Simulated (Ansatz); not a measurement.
**Vibrations of species on C(111)**

Aim: bond lengths and vibrational modes of species bound on C(111).

Calculated with Ansatz 0.2.0; DFT PBE, scalar-relativistic, plane waves, PAW; PAW set soft_1.

### Step 1. The bulk crystal behind the slab

The structure is cubic, space group Fd-3m (No. 227). Conventional cell: a = 3.570 Å, b = 3.570 Å, c = 3.570 Å, α = 90.00°, β = 90.00°, γ = 90.00°. Nearest to C lie 4 C at 1.55 Å.

### Step 2. Relaxation of the host

The host crystal is relaxed at the same level, and its volume sets the scale of the cells that follow.

File input.yaml:

```yaml
crystal:
  lattice:
    - [0.0, 1.785, 1.785]
    - [1.785, 0.0, 1.785]
    - [1.785, 1.785, 0.0]
  atoms:
    - { symbol: C, position: [0.0, 0.0, 0.0] }
    - { symbol: C, position: [0.25, 0.25, 0.25] }
kpoints:
  mp_grid: { grid: [14, 14, 14] }
hamiltonian:
  xc: pbe
  pseudopotentials: { kind: paw, azcp: { folder: soft_1 } }
scf:
  occupations: { method: gaussian, width: 0.02 }
output:
  forces: true
  stress: true
  eigenvalues: true
relax:
  adjacent_minimum: "off"
  f_tol: 0.002
  max_steps: 60
  cell: { stress_tol: 0.02 }
```

Command:

```console
$ ansatz run input.yaml --threads 8 --pin off --max-ram 20480MiB --backend cpu --events-out ev --progress --plain --runs-dir out
```

Numbers of over 12 decimals in the logs are rounded to 6 here.

What it wrote:

```text
The last accepted step is kept in <dir> (removed where the run ends without a failure and the disk answers)
Engine: ansatz 0.2.0, aarch64-unknown-linux-gnu
Pseudopotentials: kind: paw
Pseudopotential: C, paw, valence charge 4, recommended cutoff 420 eV (normal), soft_1/C.paw.azcp
Functional definition: PBE
  parameter kappa = 0.804
  parameter beta = 0.066725
  exchange = pbe_x(kappa = kappa, mu = beta*pi^2/3)
[...]
--- Relaxed structure (3 steps of the walk, 3 accepted, 1 SCFs on fresh bases) ---
  F+E_penalty+E_count = -501.61476185 eV   max|allowed force component| = 9.252e-17 eV/Å   (the final SCF, on the basis selected at the relaxed cell)
  cell:  # Å, volume = 11.3901 Å³
    - [0, 1.785801, 1.785801]
    - [1.785801, 0, 1.785801]
    - [1.785801, 1.785801, 0]
  atoms:
    - { symbol: C, position: [0, 0, 0] }
    - { symbol: C, position: [0.25, 0.25, 0.25] }
[key lines of the parts left out:]
SCF converged after 7 iterations
Free energy (F): -501.614762 eV
Fermi energy:    15.337452 eV
P = ⅓ Tr σ = 0.0098 GPa (0.098 kbar)
```

It took 1.3 s on 8 threads of Arm Neoverse N1, shared host; peak memory 0.26 GiB.

Little changed from the start: no atom moved by 0.005 Å and no cell edge by 0.1 %.

This step gave:

```yaml
pressure: 0.009776 GPa
gap_on_the_k_mesh: 4.128 eV
volume_per_atom: 5.695 Å³
```

The forces vanish by symmetry.

### Step 3. Letting the atoms settle: CH3

The slab carries CH3. Its plane takes the lattice constant of the bulk relaxed at this level. The lowest layers and the H atoms that close the back face are held, and the other atoms relax. The program lengthens the typed cell of 26.8 Å along the normal to 47.3 Å, as its cut-off of the electrostatics needs, and moves no atom.

System of this step: CH3 on C(111). The cell holds 15 atoms: 11 C and 4 H. Its edges and angles: a = 2.526 Å, b = 2.526 Å, c = 47.290 Å, α = 90.0°, β = 90.0°, γ = 120.0°. It derives from C. Vacuum lies along c.

File input.yaml:

```yaml
crystal:
  lattice:
    - [2.5255025783, 0.0, 0.0]
    - [-1.2627562914, 2.1871508423, 0.0]
    - [0.0, 0.0, 26.7518470426]
  atoms:
    - { symbol: C, position: [0.0, 0.0, 0.321617] }
    - { symbol: C, position: [0.333333, 0.666667, 0.340888] }
    - { symbol: C, position: [0.333333, 0.666667, 0.398699] }
    - { symbol: C, position: [0.666667, 0.333333, 0.417969] }
    - { symbol: C, position: [0.666667, 0.333333, 0.47578] }
    - { symbol: C, position: [0.0, 0.0, 0.49505] }
    - { symbol: C, position: [0.0, 0.0, 0.552861] }
    - { symbol: C, position: [0.333333, 0.666667, 0.572131] }
    - { symbol: C, position: [0.333333, 0.666667, 0.629942] }
    - { symbol: C, position: [0.666667, 0.333333, 0.649213] }
    - { symbol: H, position: [0.0, 0.0, 0.28048] }
    - { symbol: C, position: [0.666667, 0.333333, 0.705309] }
    - { symbol: H, position: [0.137679, 0.559212, 0.71952] }
    - { symbol: H, position: [0.440786, 0.578466, 0.71952] }
    - { symbol: H, position: [0.421536, 0.862321, 0.71952] }
  periodic: [true, true, false]
kpoints:
  mp_grid: { grid: [10, 10, 1] }
hamiltonian:
  xc: pbe
  pseudopotentials: { kind: paw, azcp: { folder: soft_1 } }
scf:
  occupations: { method: gaussian, width: 0.03 }
output:
  forces: true
  eigenvalues: true
relax:
  adjacent_minimum: "off"
  f_tol: 0.003
  max_steps: 120
  constraints: [{ sites: [0, 1, 10] }]
```

What it wrote:

```text
Warning: crystal.periodic: the lattice vector that does not repeat stood 0.000° off the slab's normal, 26.752 Å along it as the deck builds it. The run solves the slab on a vector along the normal, 47.290 Å long, with every atom where it was (on the deck's vector they left 15.01 Å outside them, and the widest stretch free of ions among them is 1.55 Å). A fractional position that the run reports is one of the run's ce [...]
Warning: the atoms were moved onto the symmetric positions of the space group found under crystal.symmetry.tolerance 1.0e-5 (fractional; no operation is sought that the atoms, as they stand in a round, miss by more than twice it, and no atom is moved by as much as it), and the run uses the moved positions. Before a round's move an operation carried an atom to 7.07e-6 Å from where it should land, the largest such dist [...]
[...]
crystal.periodic: the lattice vector that does not repeat stood 0.000° off the slab's normal, 26.752 Å along it as the deck builds it. The run solves the slab on a vector along the normal, 47.290 Å long, with every atom where it was (on the deck's vector they left 15.01 Å outside them, and the widest stretch free of ions among them is 1.55 Å). A fractional position that the run reports is one of the run's cell, which [...]
[...]
Crystal: 15 atoms, lattice volume = 261.215 Å³
Basis set: ecut = 420 eV, 5169 PW (Γ), exchange–correlation on 36×36×640 points (8 copies of the dense FFT grid, shifted against one another)
Bands: 39, of which v1, the nominal top of the filled ones, is band 24 counted from 1 (23 counted from 0)
Symmetry: 3 space group operations
[...]
k-points: 18 of 100 (time reversal used)
[...]
SCF iter   1: F=—  HF=-2819.983464 eV  |F-HF|=—  |Δ(HF+E_count)|=         —  Δρ=8.19e-2  dr2=1.47e1  ethr=3.10e-3  ⟨swp⟩=11.1  Hψ=5670  notcnv=0  defer=73
[...]
SCF iter  12: F=-2814.493142 eV  HF=-2814.493142 eV  |F-HF|=1.08e-10  |Δ(HF+E_count)|=   4.58e-9  Δρ=3.43e-7  dr2=2.68e-10  ethr=6.46e-12  ⟨swp⟩=4.2  Hψ=2777  notcnv=0
SCF 1 converged in 12 iterations: F = -2814.493142 eV  dr2 = 2.68e-10
[...]
relax step   1: F+E_penalty+E_count = -2814.49314173 eV  Δ(F+E_penalty+E_count) = +0.000e0 eV  max|allowed force component| = 1.371e1 eV/Å  Δτ_max = 0.0000 Å  (12 SCF iters, dr2 threshold 2.25e-7 eV, accepted)
[...]
SCF iter   6: F=-2817.089353 eV  HF=-2817.089358 eV  |F-HF|=5.04e-6  |Δ(HF+E_count)|=   3.00e-7  Δρ=4.37e-5  dr2=8.32e-6  ethr=1.03e-7  ⟨swp⟩=28.6  Hψ=6145  notcnv=0
SCF 2 converged in 6 iterations: F = -2817.089353 eV  dr2 = 8.32e-6
[...]
relax step   2: F+E_penalty+E_count = -2817.08935262 eV  Δ(F+E_penalty+E_count) = -2.596e0 eV  max|allowed force component| = 5.898e0 eV/Å  Δτ_max = 0.1124 Å  (6 SCF iters, dr2 threshold 1.00e-4 eV, accepted)
[...]
SCF iter   6: F=-2818.335533 eV  HF=-2818.335537 eV  |F-HF|=3.98e-6  |Δ(HF+E_count)|=   3.36e-5  Δρ=4.92e-5  dr2=7.95e-6  ethr=2.08e-7  ⟨swp⟩=27.9  Hψ=6516  notcnv=0
SCF 3 converged in 6 iterations: F = -2818.335533 eV  dr2 = 7.95e-6
[...]
relax step   3: F+E_penalty+E_count = -2818.33553270 eV  Δ(F+E_penalty+E_count) = -1.246e0 eV  max|allowed force component| = 1.821e0 eV/Å  Δτ_max = 0.2000 Å  (6 SCF iters, dr2 threshold 1.00e-4 eV, accepted)
[...]
relax step   4: F+E_penalty+E_count = -2819.07445817 eV  Δ(F+E_penalty+E_count) = -7.389e-1 eV  max|allowed force component| = 1.497e0 eV/Å  Δτ_max = 0.2000 Å  (5 SCF iters, dr2 threshold 1.00e-4 eV, accepted)
[...]
relax step   5: F+E_penalty+E_count = -2819.31279012 eV  Δ(F+E_penalty+E_count) = -2.383e-1 eV  max|allowed force component| = 2.129e0 eV/Å  Δτ_max = 0.2000 Å  (6 SCF iters, dr2 threshold 1.00e-4 eV, accepted)
[...]
relax step   6: F+E_penalty+E_count = -2818.55224767 eV  Δ(F+E_penalty+E_count) = +7.605e-1 eV  max|allowed force component| = 4.016e0 eV/Å  Δτ_max = 0.1930 Å  (6 SCF iters, dr2 threshold 1.00e-4 eV, rejected (line search))
[...]
relax step   7: F+E_penalty+E_count = -2819.43525547 eV  Δ(F+E_penalty+E_count) = -1.225e-1 eV  max|allowed force component| = 3.996e-2 eV/Å  Δτ_max = 0.0502 Å  (10 SCF iters, dr2 threshold 1.00e-7 eV, accepted)
[...]
relax step   8: F+E_penalty+E_count = -2819.43530479 eV  Δ(F+E_penalty+E_count) = -4.932e-5 eV  max|allowed force component| = 3.350e-2 eV/Å  Δτ_max = 0.0037 Å  (8 SCF iters, dr2 threshold 9.98e-8 eV, accepted)
[...]
relax step   9: F+E_penalty+E_count = -2819.43532227 eV  Δ(F+E_penalty+E_count) = -1.748e-5 eV  max|allowed force component| = 8.734e-4 eV/Å  Δτ_max = 0.0007 Å  (7 SCF iters, dr2 threshold 7.02e-8 eV, accepted)
[...]
SCF iter   2: F=-2819.435322 eV  HF=-2819.435322 eV  |F-HF|=3.14e-11  |Δ(HF+E_count)|=   3.53e-5  Δρ=2.27e-7  dr2=1.16e-10  ethr=1.00e-12  ⟨swp⟩=7.2  Hψ=3171  notcnv=0
SCF 10 converged in 2 iterations: F = -2819.435322 eV  dr2 = 1.16e-10
relax step  10: F+E_penalty+E_count = -2819.43532227 eV  Δ(F+E_penalty+E_count) = -1.664e-10 eV  max|allowed force component| = 8.777e-4 eV/Å  Δτ_max = 0.0000 Å  (2 SCF iters, accepted)
SCF converged after 2 iterations
Free energy (F): -2819.435322 eV
[...]
Internal energy: -2819.435322 eV  (E = F + TS)
E sigma→0 (E₀):  -2819.435322 eV
Fermi energy:    -1.745982 eV
[...]
--- Forces (eV/Å), atoms counted from 1 ---
  atom   1  C      0.00000000    -0.00000000     1.05922075
  atom   2  C     -0.00000000     0.00000000    -0.88746407
  atom   3  C      0.00000000    -0.00000000    -0.00009080
  atom   4  C     -0.00000000     0.00000000     0.00019537
  atom   5  C      0.00000000    -0.00000000    -0.00020376
  atom   6  C     -0.00000000     0.00000000     0.00007581
  atom   7  C      0.00000000    -0.00000000    -0.00048061
  atom   8  C     -0.00000000     0.00000000     0.00017346
  atom   9  C      0.00000000    -0.00000000    -0.00060471
  atom  10  C     -0.00000000     0.00000000     0.00087768
  atom  11  H      0.00000000     0.00000000    -0.17172906
  atom  12  C      0.00000000     0.00000000     0.00024802
  atom  13  H     -0.00013976    -0.00011959    -0.00007125
  atom  14  H      0.00017344    -0.00006124    -0.00007125
  atom  15  H     -0.00003369     0.00018083    -0.00007125
  max |Σ_I F_I| component: 4.33e-6 eV/Å
--- Band table (eV; the first three rows and the last of 18) ---
  k-point 0: bands = [... 20 lower, -3.1974, -3.1974, -2.3283, -2.3283, -1.1642 (-1.1645°), -0.3958 (-0.3966°?), -0.0295, 0.7512, ... 11 higher]
  k-point 1: bands = [... 20 lower, -3.9871, -3.5507, -3.2749, -2.7176, -0.8873 (-0.8875°), -0.1646 (-0.1649°?), 0.2753, 1.0478, ... 11 higher]
  k-point 2: bands = [... 20 lower, -5.1575, -4.4839, -4.3881, -3.5953, -0.0942 (-0.0943°), 0.5205 (0.5204°), 1.1826, 1.9242, ... 11 higher]
  k-point 17: bands = [... 20 lower, -8.0382, -7.9583, -7.7347, -7.1728, 3.2235, 3.6938, 4.0331, 4.4626, ... 11 higher]
  ° read free of the cell's end (the report's vacuum.weakly_bound_levels)
  °? not known for the slab's own: over its row's bound_up_to_ev there, or no deeper under its free states than its continued_xc_part_ev in size
--- Relaxed structure (10 steps of the walk, 9 accepted, 0 SCFs on fresh bases) ---
  F+E_penalty+E_count = -2819.43532227 eV   max|allowed force component| = 8.777e-4 eV/Å
  cell:  # Å, volume = 261.2151 Å³
    - [2.525503, 2.8880503840135055e-6, 0.0]
    - [-1.262754, 2.187149, 0.0]
    - [0.0, 0.0, 47.290262]
  atoms:
    - { symbol: C, position: [3.766533170291219e-17, -1.6447526951106396e-18, 0.181937] }
    - { symbol: C, position: [0.333333, 0.666667, 0.192839] }
    - { symbol: C, position: [0.333333, 0.666667, 0.225525] }
    - { symbol: C, position: [0.666667, 0.333333, 0.236416] }
    - { symbol: C, position: [0.666667, 0.333333, 0.269121] }
    - { symbol: C, position: [3.7681723088856175e-17, -1.622361677974044e-18, 0.280019] }
    - { symbol: C, position: [3.768223220324666e-17, -1.621666215791626e-18, 0.312722] }
    - { symbol: C, position: [0.333333, 0.666667, 0.323623] }
    - { symbol: C, position: [0.333333, 0.666667, 0.356307] }
    - { symbol: C, position: [0.666667, 0.333333, 0.367225] }
    - { symbol: H, position: [3.766533170291219e-17, -1.6447526951106396e-18, 0.158666] }
    - { symbol: C, position: [0.666667, 0.333333, 0.399514] }
    - { symbol: H, position: [0.038241, 0.332466, 0.408758] }
    - { symbol: H, position: [0.667534, 0.705775, 0.408758] }
    - { symbol: H, position: [0.294225, 0.961759, 0.408758] }
```

It took 57 s on 8 threads; peak memory 0.78 GiB; 7.1 min of CPU time.

Relaxation path:

```
step  energy less that of the first step (eV)  largest force component (eV/Å)
   1                                   0.0000                         13.7105
   2                                  -2.5962                          5.8982
   3                                  -3.8424                          1.8214
   4                                  -4.5813                          1.4975
   5                                  -4.8196                          2.1289
   6                                  -4.0591                          4.0163
   7                                  -4.9421                          0.0400
   8                                  -4.9422                          0.0335
   9                                  -4.9422                          0.0009
  10                                  -4.9422                          0.0009
```

Relaxation step 6 was tried and not accepted.

Forces are held to the 3 operations that the run works with; a distortion that breaks them can't arise in this run.

The atoms that moved most (Å):

```
atom      dx      dy     dz  length
 H15  -0.447   0.217  0.082   0.504
 H14   0.412   0.278  0.082   0.504
 H13   0.035  -0.496  0.082   0.504
 C12   0.000   0.000  0.025   0.025
```

Final coordinates:

```cif
data_structure
_symmetry_space_group_name_H-M 'P 1'
_symmetry_Int_Tables_number 1
_cell_length_a 2.5255
_cell_length_b 2.5255
_cell_length_c 47.2903
_cell_angle_alpha 90.000
_cell_angle_beta 90.000
_cell_angle_gamma 120.000
_cell_volume 261.22
loop_
_atom_site_label
_atom_site_type_symbol
_atom_site_fract_x
_atom_site_fract_y
_atom_site_fract_z
_atom_site_occupancy
C1 C 0.00000 0.00000 0.18194 1
C2 C 0.33333 0.66667 0.19284 1
C3 C 0.33333 0.66667 0.22552 1
C4 C 0.66667 0.33333 0.23642 1
C5 C 0.66667 0.33333 0.26912 1
C6 C 0.00000 0.00000 0.28002 1
C7 C 0.00000 0.00000 0.31272 1
C8 C 0.33333 0.66667 0.32362 1
C9 C 0.33333 0.66667 0.35631 1
C10 C 0.66667 0.33333 0.36723 1
H11 H 0.00000 0.00000 0.15867 1
C12 C 0.66667 0.33333 0.39951 1
H13 H 0.03824 0.33247 0.40876 1
H14 H 0.66753 0.70577 0.40876 1
H15 H 0.29423 0.96176 0.40876 1
```

Numbers from this step:

```
gap on the k-mesh : 1.164 eV
```

The largest force component left on a free atom is 0.88 meV/Å.

[end of part 1 of 3]

[Logs are printed without paths, hosts, clocks, repeated set-up lines and the standing remarks that a program may print on its own settings, such as how far it seeks lower states.]

[Hosts, paths, dates, database ids (printed as entryN), source tags and the programs' standing remarks are cut or masked in the printed files.]
